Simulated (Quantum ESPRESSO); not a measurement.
# KNiF3: a ladder in the plane-wave cutoff, part 3 of 3

Wanted: the cheapest choice of the plane-wave cutoff that holds the magnetic results of KNiF3.

Quantum ESPRESSO 7.5; LDA with U = 6 eV on Ni d (ortho-atomic projectors); plane waves with GBRV 1.5 LDA potentials, no spin-orbit coupling (settings of the first rung).

So far, largest spin moment in the atom's sphere (μB): step 2 (rung 1, start ferro +) 1.67; step 6 (rung 3, start ferro +) 1.76; step 7 (rung 3, start antiferro q=(0,1/2,1/2) +-) 1.73; step 8 (rung 4, start ferro +) 1.76; step 9 (rung 4, start antiferro q=(0,1/2,1/2) +-) 1.73.

The database entry behind the starting cell differs from later determinations by our own check (about 0.35 % short), so it need not match the best structure at ambient conditions.

## (10) Rung 5, start ferro +

pw.in reads:

```
&CONTROL
  calculation = 'scf'
  prefix = 'pwscf'
  outdir = './tmp'
  pseudo_dir = './pseudo'
  disk_io = 'nowf'
  tprnfor = .true.
  tstress = .true.
/
&SYSTEM
  ibrav = 0
  nat = 5
  ntyp = 3
  ecutwfc = 56
  ecutrho = 392
  nbnd = 34
  occupations = 'smearing'
  smearing = 'fd'
  degauss = 0.00367493
  nspin = 2
  starting_magnetization(1) = 0
  starting_magnetization(2) = 0.1111
  starting_magnetization(3) = 0
/
&ELECTRONS
  conv_thr = 1d-08
  electron_maxstep = 150
  mixing_beta = 0.3
/
ATOMIC_SPECIES
K      39.0983 k_lda_v1.4.uspp.F.UPF
Ni     58.6934 ni_lda_v1.4.uspp.F.UPF
F      18.9984 f_lda_v1.4.uspp.F.UPF
CELL_PARAMETERS angstrom
   4.0000000000    0.0000000000    0.0000000000
   0.0000000000    4.0000000000    0.0000000000
   0.0000000000    0.0000000000    4.0000000000
ATOMIC_POSITIONS crystal
K       0.0000000000    0.0000000000    0.0000000000
Ni      0.5000000000    0.5000000000    0.5000000000
F       0.5000000000    0.5000000000    0.0000000000
F       0.0000000000    0.5000000000    0.5000000000
F       0.5000000000    0.0000000000    0.5000000000
K_POINTS automatic
6 6 6 0 0 0
HUBBARD {ortho-atomic}
U Ni-3d 6.0000
```

On the command line:

```
OMP_NUM_THREADS=1 mpirun -n 2 pw.x -nk 2 -in pw.in > pw.out
```

Output:

```text
     [... lines left out ...]
Program PWSCF v.7.5 starts
     [... lines left out ...]
     number of atoms/cell      =            5
     [... lines left out ...]
     number of electrons       =        48.00
     number of Kohn-Sham states=           34
     kinetic-energy cutoff     =      56.0000  Ry
     charge density cutoff     =     392.0000  Ry
     scf convergence threshold =      1.0E-08
     [... lines left out ...]
     48 Sym. Ops., with inversion, found
     [... lines left out ...]
     number of k points=    20  Fermi-Dirac smearing, width (Ry)=  0.0037
     [... lines left out ...]
     iteration # 12     ecut=    56.00 Ry     beta= 0.30
     [... lines left out ...]
     Magnetic moment per site  (integrated on atomic sphere of radius R)
     atom   1 (R=0.292)  charge=  7.6067  magn= -0.0008
     atom   2 (R=0.206)  charge= 15.3745  magn=  1.7595
     atom   3 (R=0.206)  charge=  6.4972  magn=  0.0565
     atom   4 (R=0.206)  charge=  6.4972  magn=  0.0565
     atom   5 (R=0.206)  charge=  6.4972  magn=  0.0565
     [... lines left out ...]
     Tr[ns(  2)] (up, down, total) =   4.98683  3.18050  8.16733
     [... lines left out ...]
     the Fermi energy is     6.5102 ev
!    total energy              =    -546.07375535 Ry
     estimated scf accuracy    <          9.3E-09 Ry
     smearing contrib. (-TS)   =      -0.00000000 Ry
     [... lines left out ...]
     total magnetization       =     2.00 Bohr mag/cell
     absolute magnetization    =     2.03 Bohr mag/cell
     convergence has been achieved in  12 iterations
     [... lines left out ...]
     Total force =     0.000000     Total SCF correction =     0.000000
     [... lines left out ...]
          total   stress  (Ry/bohr**3)                   (kbar)     P=      -40.90
     [... lines left out ...]
```

The job ended after 36 s (2 MPI ranks of Intel Xeon 6975P-C (Granite Rapids), shared host; peak memory 0.44 GiB).

Read from the output:

- magnetization: 2 μB
- final state: ferromagnetic
- largest moment: 1.759 μB

## (11) Rung 5, start antiferro q=(0,1/2,1/2) +-

pw.in reads:

```
&CONTROL
  calculation = 'scf'
  prefix = 'pwscf'
  outdir = './tmp'
  pseudo_dir = './pseudo'
  disk_io = 'nowf'
  tprnfor = .true.
  tstress = .true.
/
&SYSTEM
  ibrav = 0
  nat = 10
  ntyp = 4
  ecutwfc = 56
  ecutrho = 392
  nbnd = 62
  occupations = 'smearing'
  smearing = 'fd'
  degauss = 0.00367493
  nspin = 2
  starting_magnetization(1) = 0
  starting_magnetization(2) = 0.1111
  starting_magnetization(3) = -0.1111
  starting_magnetization(4) = 0
/
&ELECTRONS
  conv_thr = 2d-08
  electron_maxstep = 150
  mixing_beta = 0.3
/
ATOMIC_SPECIES
K      39.0983 k_lda_v1.4.uspp.F.UPF
Ni1    58.6934 ni_lda_v1.4.uspp.F.UPF
Ni2    58.6934 ni_lda_v1.4.uspp.F.UPF
F      18.9984 f_lda_v1.4.uspp.F.UPF
CELL_PARAMETERS angstrom
   4.0000000000    0.0000000000    0.0000000000
   0.0000000000    8.0000000000    0.0000000000
   0.0000000000    4.0000000000    4.0000000000
ATOMIC_POSITIONS crystal
K       0.0000000000    0.0000000000    0.0000000000
K       0.0000000000    0.5000000000    0.0000000000
Ni1     0.5000000000    0.0000000000    0.5000000000
Ni2     0.5000000000    0.5000000000    0.5000000000
F       0.5000000000    0.2500000000    0.0000000000
F       0.5000000000    0.7500000000    0.0000000000
F       0.0000000000    0.0000000000    0.5000000000
F       0.0000000000    0.5000000000    0.5000000000
F       0.5000000000    0.7500000000    0.5000000000
F       0.5000000000    0.2500000000    0.5000000000
K_POINTS automatic
6 3 6 0 0 0
HUBBARD {ortho-atomic}
U Ni1-3d 6.0000
U Ni2-3d 6.0000
```

Output:

```text
     [... lines left out ...]
Program PWSCF v.7.5 starts
     [... lines left out ...]
     number of atoms/cell      =           10
     [... lines left out ...]
     number of electrons       =        96.00
     number of Kohn-Sham states=           62
     kinetic-energy cutoff     =      56.0000  Ry
     charge density cutoff     =     392.0000  Ry
     scf convergence threshold =      2.0E-08
     [... lines left out ...]
     16 Sym. Ops., with inversion, found ( 8 have fractional translation)
     [... lines left out ...]
     number of k points=    24  Fermi-Dirac smearing, width (Ry)=  0.0037
     [... lines left out ...]
     iteration # 13     ecut=    56.00 Ry     beta= 0.30
     [... lines left out ...]
     Magnetic moment per site  (integrated on atomic sphere of radius R)
     atom   1 (R=0.292)  charge=  7.6064  magn= -0.0000
     atom   2 (R=0.292)  charge=  7.6064  magn= -0.0000
     atom   3 (R=0.206)  charge= 15.3807  magn=  1.7298
     atom   4 (R=0.206)  charge= 15.3807  magn= -1.7298
     atom   5 (R=0.206)  charge=  6.4939  magn=  0.0000
     atom   6 (R=0.206)  charge=  6.4939  magn=  0.0000
     atom   7 (R=0.206)  charge=  6.4955  magn=  0.0511
     atom   8 (R=0.206)  charge=  6.4955  magn= -0.0511
     atom   9 (R=0.206)  charge=  6.4939  magn=  0.0000
     atom  10 (R=0.206)  charge=  6.4939  magn=  0.0000
     [... lines left out ...]
     Tr[ns(  3)] (up, down, total) =   4.98243  3.20137  8.18380
     [... lines left out ...]
     Tr[ns(  4)] (up, down, total) =   3.20137  4.98243  8.18380
     [... lines left out ...]
     the Fermi energy is     7.2049 ev
!    total energy              =   -1092.15606678 Ry
     estimated scf accuracy    <          6.1E-09 Ry
     smearing contrib. (-TS)   =      -0.00000000 Ry
     [... lines left out ...]
     total magnetization       =     0.00 Bohr mag/cell
     absolute magnetization    =     3.86 Bohr mag/cell
     convergence has been achieved in  13 iterations
     [... lines left out ...]
     Total force =     0.000000     Total SCF correction =     0.000019
     [... lines left out ...]
          total   stress  (Ry/bohr**3)                   (kbar)     P=      -44.83
     [... lines left out ...]
```

Elapsed: 4.2 min, on 2 MPI ranks; peak memory 1 GiB; 8.3 min of CPU time.

Numbers from this step:

* magnetization: 0 μB
* final state: antiferromagnetic
* largest moment: 1.730 μB

## (12) The rungs together

Ladder, by row:

```tsv
rung	cutoff (eV)	state from the first start	state from the second start	second less first (meV a seeded atom)	moment, first (μB)	moment, second (μB)	CPU time (s)
1	245	ferromagnetic	antiferromagnetic	-2.506	1.67	1.655	118
2	327	ferromagnetic	antiferromagnetic	-35.9	1.761	1.737	170.6
3	435	ferromagnetic	antiferromagnetic	-59.48	1.759	1.729	272.3
4	544	ferromagnetic	antiferromagnetic	-58.39	1.759	1.73	329.8
5	762	ferromagnetic	antiferromagnetic	-58.21	1.759	1.73	573.5
```

## (13) Summary of results

```yaml
range_of_the_largest_moment_first_start: 1.67 to 1.76 μB; second start 1.65 to 1.74 μB
range_of_cpu_time: 2 min to 9.6 min
range_of_the_energy_difference: -59.5 to -2.51 meV a seeded atom
first_rung_that_agrees_with_the_last_margins_below: 3
```

**Reading.** From rung 3 on the states are those of the last rung, the moments stay within 0.05 μB of it and the difference within 2.9 meV; rung 3 took 47 % of its CPU time.

[Logs and program files are shortened in this print: banners, set-up blocks, solver, clock and traceback lines can be left out without a mark of their own.]

[Logs are printed without paths, hosts, clocks, repeated set-up lines and the standing remarks that a program may print on its own settings, such as how far it seeks lower states.]

[Hosts, paths, dates, database ids (printed as entryN), source tags and the programs' standing remarks are cut or masked in the printed files.]

[Where a cell is said to come from a database of computed structures, the database is the Materials Project.]
